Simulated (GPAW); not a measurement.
# Conductance along a series: segments of Ru in a W chain, part 2 of 2

How does transport respond as one structural variable is stepped? The junctions: segments of Ru in a W chain.

GPAW 26.7.0; GPAW LCAO, PAW setups; Landauer transmission from Green's functions with principal layers (ASE), zero bias.

So far, conductance (G₀): step 2 (junction, foreign atoms 1) 4.97; step 3 (16 atoms, foreign atoms 2) 4.68; step 4 (17 atoms, foreign atoms 3) 5.29; step 5 (18 atoms, foreign atoms 4) 5.52.

**6. Junction, 19 atoms: segment atoms = 5**

System of this step: 5 Ru atoms in a W chain. The cell holds 19 atoms: 14 W and 5 Ru. Its edges and angles: a = 9.000 Å, b = 9.000 Å, c = 42.721 Å, α = 90.0°, β = 90.0°, γ = 90.0°. Regions: left lead, 7 atoms (7 W); channel, 5 atoms (5 Ru); right lead, 7 atoms (7 W). Vacuum lies along a and b. The structure is stacked along c, and the current runs across the ab planes.

Contents of run.py:

```python
import json
import numpy as np
from ase import Atoms
from ase.transport.calculators import TransportCalculator
from gpaw import GPAW, FermiDirac
from gpaw.lcao.tools import get_lcao_hamiltonian
from scipy.linalg import eigh

# The junction with lead layers at both ends, along the third cell vector
device = Atoms(
    ['W', 'W', 'W', 'W', 'W', 'W', 'W', 'Ru', 'Ru', 'Ru', 'Ru', 'Ru', 'W', 'W', 'W', 'W', 'W', 'W', 'W'],
    positions=[
        [4.50000, 4.50000, 1.12500],
        [4.50000, 4.50000, 3.37500],
        [4.50000, 4.50000, 5.62500],
        [4.50000, 4.50000, 7.87500],
        [4.50000, 4.50000, 10.12500],
        [4.50000, 4.50000, 12.37500],
        [4.50000, 4.50000, 14.62500],
        [4.50000, 4.50000, 16.86060],
        [4.50000, 4.50000, 19.11060],
        [4.50000, 4.50000, 21.36060],
        [4.50000, 4.50000, 23.61060],
        [4.50000, 4.50000, 25.86060],
        [4.50000, 4.50000, 28.09620],
        [4.50000, 4.50000, 30.34620],
        [4.50000, 4.50000, 32.59620],
        [4.50000, 4.50000, 34.84620],
        [4.50000, 4.50000, 37.09620],
        [4.50000, 4.50000, 39.34620],
        [4.50000, 4.50000, 41.59620]],
    cell=[[9.0, 0.0, 0.0], [0.0, 9.0, 0.0], [0.0, 0.0, 42.7212]],
    pbc=True)

# One principal layer of the lead: the first 5 atoms of the device
lead = Atoms(
    ['W', 'W', 'W', 'W', 'W'],
    positions=[
        [4.50000, 4.50000, 1.12500],
        [4.50000, 4.50000, 3.37500],
        [4.50000, 4.50000, 5.62500],
        [4.50000, 4.50000, 7.87500],
        [4.50000, 4.50000, 10.12500]],
    cell=[[9.0, 0.0, 0.0], [0.0, 9.0, 0.0], [0.0, 0.0, 11.25]],
    pbc=True)

settings = dict(mode='lcao', basis='dzp', xc='RPBE', h=0.2,
                occupations=FermiDirac(0.1), maxiter=250,
                mixer=dict(beta=0.1, nmaxold=8, weight=100.0),
                convergence=dict(density=0.0001))
energies = np.arange(-3, 3 + 1e-9, 0.075)
eta = 0.0001
n1, n2 = 1, 1
# k and -k transmit alike, so half of the mesh across the current serves
mesh = [(i, j) for i in range(n1) for j in range(n2) if (i, j) <= (-i % n1, -j % n2)]
weights = np.array([1 if (i, j) == (-i % n1, -j % n2) else 2 for i, j in mesh]) / (n1 * n2)


def ground_state(atoms, size, txt):
    atoms.calc = GPAW(kpts={'size': size, 'gamma': True}, symmetry={'tolerance': 1e-3}, txt=txt, **settings)
    atoms.get_potential_energy()
    return atoms.calc.get_fermi_level()


def blocks(atoms, fermi, points, nz, cells):
    """H - E_F S and S between cell 0 and the cells above it, at each point across the current."""
    kz = np.arange(nz) / nz
    calc = atoms.calc.fixed_density(kpts=[(*k, z) for k in points for z in kz], symmetry='off', txt=None)
    H, S = get_lcao_hamiltonian(calc)
    H = (H - fermi * S).reshape(len(H), len(points), nz, *S.shape[1:])
    S = S.reshape(H.shape[1:])
    phases = [np.exp(-2j * np.pi * kz * R) / nz for R in cells]
    return [(np.einsum('skzij,z->ksij', H, p), np.einsum('kzij,z->kij', S, p)) for p in phases]


def pair(a, b):
    return np.block([[a, b], [b.T.conj(), a]])


def count_channels(h, s, cells, nk=240):
    """Half the number of times that the lead's bands cross each energy, unfolded to its shortest repeat."""
    b = len(h) // cells
    bands = []
    for k in (np.arange(nk + 1) + 0.5) / nk:
        hk, sk = h[:b, :b].copy(), s[:b, :b].copy()
        for R in range(1, cells):
            phase, block = np.exp(2j * np.pi * k * R), slice(R * b, (R + 1) * b)
            hk += h[:b, block] * phase + (h[:b, block] * phase).T.conj()
            sk += s[:b, block] * phase + (s[:b, block] * phase).T.conj()
        bands.append(eigh(hk, sk, eigvals_only=True))
    below = np.array(bands)[:, :, None] < energies
    return (below[1:] != below[:-1]).sum((0, 1)) / 2


fermi_lead = ground_state(lead, (1, 1, 10), 'lead.txt')
fermi_device = ground_state(device, (1, 1, 2), 'device.txt')
T, channels, eigen, tail, misfit, shifts = [], [], [], 0.0, 0.0, []
for first in range(0, len(mesh), 307):
    points = [(i / n1, j / n2) for i, j in mesh[first:first + 307]]
    (H0k, S0k), (H1k, S1k), (H2k, _) = blocks(lead, fermi_lead, points, 5, range(3))
    [(Hk, Sk)] = blocks(device, fermi_device, points, 2, [0])
    tail = max(tail, abs(H2k).max())
    for H0, S0, H1, S1, H, S in zip(H0k, S0k, H1k, S1k, Hk, Sk):
        n = len(S0)
        # Shift the lead onto the potential of the device's first layer
        shift = ((H[:, 0, 0] - H0[:, 0, 0]) / S0[0, 0]).real.mean()
        shifts.append(shift)
        misfit = max(misfit, abs(H[:, :n, :n] - H0 - shift * S0).max())
        Tk, Ck, Ek = [], [], []
        for s in range(len(H)):
            t = s % len(H0)  # a lead without moments serves both spins
            h1, s1 = pair(H0[t] + shift * S0, H1[t] + shift * S1), pair(S0, S1)
            leads = dict(h1=h1, s1=s1, energies=energies, eta=eta, eta1=eta, eta2=eta)
            calc = TransportCalculator(h=H[s], s=S, eigenchannels=3, **leads)
            Tk.append(calc.get_transmission())
            Ek.append(np.sort(calc.eigenchannels_ne, axis=0)[::-1])
            Ck.append(count_channels(h1, s1, 10))
        T.append(Tk)
        channels.append(Ck)
        eigen.append(Ek)
T, channels = np.array(T), np.array(channels)
mean, open_channels = np.einsum('kse,k->se', T, weights), np.einsum('kse,k->se', channels, weights)

print(f'basis functions: device {len(S)}, principal layer {n}')
print(f'Fermi level: lead {fermi_lead:.4f} eV, device {fermi_device:.4f} eV; lead shifted by {np.mean(shifts):.4f} eV')
print(f'largest coupling past the next layer {tail:.2e} eV, largest misfit of the first layer {misfit:.3f} eV')
print('  E-E_F (eV)   ' + 'T (one spin)  channels')
for e, t, c in zip(energies, mean.T, open_channels.T):
    print(f'{e:10.3f}  ', *[f'{x:11.4e}' for x in t], *[f'{x:9.4f}' for x in c])

kT = 8.617333e-5 * 200
fine = np.linspace(energies[0], energies[-1], 4001)
both = np.exp(np.interp(fine, energies, np.log(np.maximum(mean.sum(0) * 2 / len(mean), 1e-30))))
fermi = lambda mu: 1 / (1 + np.exp(np.clip((fine - mu) / kT, -200, 200)))
slope = fermi(0) * (1 - fermi(0)) / kT
G = np.trapezoid(both * slope, fine) / 2
seebeck = -np.trapezoid(both * slope * fine, fine) / (2 * G * 200) * 1e6
print(f'conductance at 200 K: {G:.5g} G0 a cell; thermopower {seebeck:.4g} uV/K')
bias = [0.1, 0.2, 0.5, 1.0, 1.5, 2.0]
current = [38.74 * np.trapezoid(both * (fermi(V / 2) - fermi(-V / 2)), fine) for V in bias]
for V, I in zip(bias, current):
    print(f'current from the zero-bias T(E) at {V} V: {I:.5g} uA')
zero = abs(energies).argmin()
json.dump(dict(energies=energies.tolist(), T=mean.tolist(), channels=open_channels.tolist(), G=G, seebeck=seebeck,
               bias=bias, current=current, tail=tail, misfit=misfit, shift=np.mean(shifts), n_device=len(S), n_lead=n,
               fermi=[fermi_lead, fermi_device], energy=device.get_potential_energy(),
               moments=device.get_magnetic_moments().tolist(), mesh=mesh, weights=weights.tolist(),
               T_k=T[:, :, zero].tolist(), eigen=np.array(eigen[0]).tolist()), open('result.json', 'w'))
```

On the command line:

```bash
> OMP_NUM_THREADS=1 OPENBLAS_NUM_THREADS=1 python run.py
```

Run time: 5 min. Hardware: 1 thread of Arm Neoverse V2, shared host; peak memory 1.7 GiB.

The conductance, 5.12 G₀, lies 7.3 % below that of the member before.

**7. Member of the series, 20 atoms: segment atoms = 6**

System of this step: 6 Ru atoms in a W chain. The cell holds 20 atoms: 14 W and 6 Ru. Cell: a = 9.000 Å, b = 9.000 Å, c = 44.971 Å, α = 90.0°, β = 90.0°, γ = 90.0°. Regions: left lead, 7 atoms (7 W); channel, 6 atoms (6 Ru); right lead, 7 atoms (7 W). Vacuum lies along a and b. The structure is stacked along c, and the current runs across the ab planes.

Changes to run.py since step 6:

```diff
@@ -10,3 +10,3 @@
 device = Atoms(
-    ['W', 'W', 'W', 'W', 'W', 'W', 'W', 'Ru', 'Ru', 'Ru', 'Ru', 'Ru', 'W', 'W', 'W', 'W', 'W', 'W', 'W'],
+    ['W', 'W', 'W', 'W', 'W', 'W', 'W', 'Ru', 'Ru', 'Ru', 'Ru', 'Ru', 'Ru', 'W', 'W', 'W', 'W', 'W', 'W', 'W'],
     positions=[
@@ -24,3 +24,3 @@
         [4.50000, 4.50000, 25.86060],
-        [4.50000, 4.50000, 28.09620],
+        [4.50000, 4.50000, 28.11060],
         [4.50000, 4.50000, 30.34620],
@@ -30,4 +30,5 @@
         [4.50000, 4.50000, 39.34620],
-        [4.50000, 4.50000, 41.59620]],
-    cell=[[9.0, 0.0, 0.0], [0.0, 9.0, 0.0], [0.0, 0.0, 42.7212]],
+        [4.50000, 4.50000, 41.59620],
+        [4.50000, 4.50000, 43.84620]],
+    cell=[[9.0, 0.0, 0.0], [0.0, 9.0, 0.0], [0.0, 0.0, 44.9712]],
     pbc=True)
@@ -97,4 +98,4 @@
 T, channels, eigen, tail, misfit, shifts = [], [], [], 0.0, 0.0, []
-for first in range(0, len(mesh), 307):
-    points = [(i / n1, j / n2) for i, j in mesh[first:first + 307]]
+for first in range(0, len(mesh), 277):
+    points = [(i / n1, j / n2) for i, j in mesh[first:first + 277]]
     (H0k, S0k), (H1k, S1k), (H2k, _) = blocks(lead, fermi_lead, points, 5, range(3))
```

It took 5 min on 1 thread; peak memory 1.8 GiB.

One spin. The transmission, zone mean by energy, zero at the Fermi level:

```
energy (eV)  transmission, zone mean
      -3.00                     2.94
      -2.85                     2.77
      -2.70                     2.65
      -2.55                     2.60
      -2.33                     2.89
      -2.17                     2.72
      -2.02                     2.87
      -1.88                     2.96
      -1.73                     2.96
      -1.57                     2.91
      -1.35                     2.81
      -1.20                     2.82
      -1.05                     3.69
      -0.90                     3.26
      -0.75                     3.38
      -0.60                     5.50
      -0.38                     4.71
      -0.23                     5.39
      -0.15                     5.67
      -0.07                     5.16
       0.00                     4.82
       0.07                     5.11
       0.23                     3.66
       0.38                     3.45
       0.60                     3.31
       0.75                     3.29
       0.90                     3.42
       1.05                     3.68
       1.12                     3.76
       1.20                     3.70
       1.35                     3.01
       1.57                     1.45
       1.73                    0.985
       1.88                    0.973
       2.02                    0.990
       2.17                     1.00
       2.33                    0.964
       2.55                    0.831
       2.70                    0.870
       2.85                    0.910
       3.00                    0.947
```

The conductance, 4.91 G₀, lies 3.9 % below that of the member before.

**8. The series together**

Times are for 1 thread of Arm Neoverse V2, shared host. The runs compared:

```
no.  foreign atoms  conductance (G₀)     time  memory (GiB)
  1              1             4.965  3.2 min           1.4
  2              2             4.678  3.7 min           1.4
  3              3             5.294  3.8 min           1.5
  4              4             5.521  4.4 min           1.6
  5              5             5.116    5 min           1.7
  6              6             4.915    5 min           1.8
```

The runs together. Transmission, zone mean against energy, zero at the Fermi level:

```
energy (eV)      1      2      3      4      5      6
     -3.000   2.50   2.82   2.91   2.56   3.08   2.94
     -2.475   2.56   2.88   2.72   2.73   2.87   2.58
     -2.025   3.17   2.98   2.58   2.96   1.42   2.87
     -1.500   3.34   3.16   2.73   2.93   2.69   2.88
     -0.975   3.43   3.36   3.25   3.47   3.92   3.41
     -0.675   3.77   5.39   4.00   4.73   3.91   3.95
     -0.600   4.02   5.25   4.33   5.44   4.03   5.50
     -0.525   4.34   5.13   4.59   4.95   4.35   5.35
     -0.150   4.92   4.83   5.86   4.97   4.97   5.67
      0.000   4.97   4.69   5.31   5.65   5.09   4.82
      0.525   4.34   3.50   3.50   3.87   3.52   3.35
      0.975   3.72   2.88   2.84   3.15   3.72   3.55
      1.500   3.19   2.19   1.90   1.65   1.77   1.87
      2.025   1.53   1.16   1.13  0.954  0.944  0.990
      2.475  0.946  0.658  0.741  0.990  0.868  0.814
      3.000  0.993  0.981  0.900  0.925  0.997  0.947
```

The runs together. The current through one cell, from the zero-bias transmission by bias:

```
bias (V)  1 (mA)  2 (mA)  3 (mA)  4 (mA)  5 (mA)  6 (mA)
   0.100  0.0385  0.0362  0.0410  0.0423  0.0397  0.0384
   0.200  0.0768  0.0723  0.0817  0.0828  0.0788  0.0779
   0.500   0.190   0.178   0.200   0.190   0.186   0.192
   1.000   0.368   0.349   0.373   0.355   0.355   0.354
   1.500   0.526   0.509   0.519   0.521   0.503   0.508
   2.000   0.667   0.634   0.644   0.656   0.648   0.639
```

**9. A varied run**

One more run, with changed settings.

System of this step: 4 Ru atoms in a W chain. The cell holds 18 atoms: 14 W and 4 Ru. Its edges and angles: a = 9.000 Å, b = 9.000 Å, c = 40.471 Å, α = 90.0°, β = 90.0°, γ = 90.0°. Regions: left lead, 7 atoms (7 W); channel, 4 atoms (4 Ru); right lead, 7 atoms (7 W). Vacuum lies along a and b. The structure is stacked along c, and the current runs across the ab planes.

Changes to run.py since step 7:

```diff
@@ -10,3 +10,3 @@
 device = Atoms(
-    ['W', 'W', 'W', 'W', 'W', 'W', 'W', 'Ru', 'Ru', 'Ru', 'Ru', 'Ru', 'Ru', 'W', 'W', 'W', 'W', 'W', 'W', 'W'],
+    ['W', 'W', 'W', 'W', 'W', 'W', 'W', 'Ru', 'Ru', 'Ru', 'Ru', 'W', 'W', 'W', 'W', 'W', 'W', 'W'],
     positions=[
@@ -23,4 +23,4 @@
         [4.50000, 4.50000, 23.61060],
-        [4.50000, 4.50000, 25.86060],
-        [4.50000, 4.50000, 28.11060],
+        [4.50000, 4.50000, 25.84620],
+        [4.50000, 4.50000, 28.09620],
         [4.50000, 4.50000, 30.34620],
@@ -29,6 +29,4 @@
         [4.50000, 4.50000, 37.09620],
-        [4.50000, 4.50000, 39.34620],
-        [4.50000, 4.50000, 41.59620],
-        [4.50000, 4.50000, 43.84620]],
-    cell=[[9.0, 0.0, 0.0], [0.0, 9.0, 0.0], [0.0, 0.0, 44.9712]],
+        [4.50000, 4.50000, 39.34620]],
+    cell=[[9.0, 0.0, 0.0], [0.0, 9.0, 0.0], [0.0, 0.0, 40.4712]],
     pbc=True)
@@ -47,4 +45,4 @@
 
-settings = dict(mode='lcao', basis='dzp', xc='RPBE', h=0.2,
-                occupations=FermiDirac(0.1), maxiter=250,
+settings = dict(mode='lcao', basis='dzp', xc='PBE0', h=0.2,
+                occupations=FermiDirac(0.1), maxiter=50,
                 mixer=dict(beta=0.1, nmaxold=8, weight=100.0),
@@ -98,4 +96,4 @@
 T, channels, eigen, tail, misfit, shifts = [], [], [], 0.0, 0.0, []
-for first in range(0, len(mesh), 277):
-    points = [(i / n1, j / n2) for i, j in mesh[first:first + 277]]
+for first in range(0, len(mesh), 342):
+    points = [(i / n1, j / n2) for i, j in mesh[first:first + 342]]
     (H0k, S0k), (H1k, S1k), (H2k, _) = blocks(lead, fermi_lead, points, 5, range(3))
```

The job ended after 0.82 s (1 thread; peak memory 0.18 GiB).

The input was rejected at the start.

The fault put into the input: an unknown or unserved functional (xc = "PBE0").

**10. What came out**

```
conductance, first and last member : 4.97 and 4.91 G₀
largest and smallest               : 5.52 and 4.68 G₀
```

As the number of foreign atoms goes from 1 to 6, the conductance goes from 4.97 to 4.91 G₀. The conductance does not change monotonically along the series. The geometry was built from estimated bond lengths and not relaxed, so the numbers describe this model structure. The run had no spin polarisation, so a magnetic state, which chains and small molecules with open shells often have, wasn't tested. Spin-orbit coupling is left out, which matters for the heavy atoms here. An evenly spaced straight chain is an idealisation: free chains tend to dimerise, zigzag or, where a band edge lies near the Fermi level, turn magnetic. The currents use the zero-bias T(E) throughout, which holds only while the bias is small against the distance to the nearest feature. The thermopower isn't quoted: it samples T(E) farther from the Fermi level than the conductance does, and the energy grid wasn't tested for it. The energy step is wider than the thermal energy, so the conductance and thermopower rest on interpolation of T(E).

[Logs are printed without paths, hosts, clocks, repeated set-up lines and the standing remarks that a program may print on its own settings, such as how far it seeks lower states.]

[Hosts, paths, dates, database ids (printed as entryN), source tags and the programs' standing remarks are cut or masked in the printed files.]
